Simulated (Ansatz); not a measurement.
TiAl3 (I4/mmm): Drude plasma energy along x against volume

The cell of TiAl3 (I4/mmm) is scaled evenly and the response computed anew at each volume, on one mesh. The atoms keep their fractional positions. x, y and z are the Cartesian axes of the input cell.

It takes space group I4/mmm (No. 139, tetragonal). Conventional cell: a = 3.822 Å, b = 3.822 Å, c = 8.561 Å, α = 90.00°, β = 90.00°, γ = 90.00°. Ti on site a has 12 Al at 2.70 to 2.87 Å as nearest neighbours. Al on site d has 8 Al at 2.70 to 2.87 Å and 4 Ti at 2.87 Å as nearest neighbours. Al on site b is surrounded by 4 Ti at 2.70 Å and 8 Al at 2.87 Å.

Method: Ansatz 0.2.0, PBE, independent particles, k-mesh 16×16×16 with interpolation inside its cells, Gaussian parameter 0.1 eV.

Launch of the response step: `ansatz run input.yaml --threads 4 --pin off --max-ram 8192MiB --backend cpu --events-out ev --progress --plain --runs-dir out`. The series took 11.8 min in all, on 4 threads of Intel(R) Xeon(R) Processor @ 2.50GHz (Skylake/Cascade Lake), with other jobs on the host.

```
V/V₀  V (Å³, primitive cell)  Drude plasma energy along x (eV)
0.94                   58.79                            4.4671
0.96                   60.04                                 ?
0.98                   61.29                            4.3794
1.00                   62.54                            4.3352
1.02                   63.79                            4.2915
1.04                   65.04                            4.2482
1.06                   66.29                            4.2054
```

For small changes the quantity should be close to linear in ln V.

Working, on the rows shown:

| x = ln(V/V₀) | y = Drude plasma energy along x |
| --- | --- |
| -0.0618754 | 4.4671 |
| -0.0202027 | 4.3794 |
| 0 | 4.3352 |
| 0.0198026 | 4.2915 |
| 0.0392207 | 4.2482 |
| 0.0582689 | 4.2054 |

Means: x̄ = 0.005869, ȳ = 4.3211. Σ(x − x̄)(y − ȳ) = -0.0204, Σ(x − x̄)² = 0.009356. Slope = -0.0204 / 0.009356 = -2.18; intercept = ȳ − slope · x̄ = 4.3339. The line misses the rows shown by at most 0.0017 eV.

Q: Predict the last column of the withheld row from the fit.

A: At x = -0.040822 the line gives y = 4.4229 eV. The run gave 4.4229 eV, so the interpolation holds to the digits printed.

Between the rows on either side of x = 0 the slope is (4.2915 − 4.3794) / (0.019803 − (-0.020203)) = -2.197. So d ln ωp/d ln V = -0.51; free electrons would give −0.50. The values come from a sum over the points of one k-mesh and carry its error, which is largest for Fermi-surface quantities.

[Logs are printed without paths, hosts, clocks, repeated set-up lines and the standing remarks that a program may print on its own settings, such as how far it seeks lower states.]
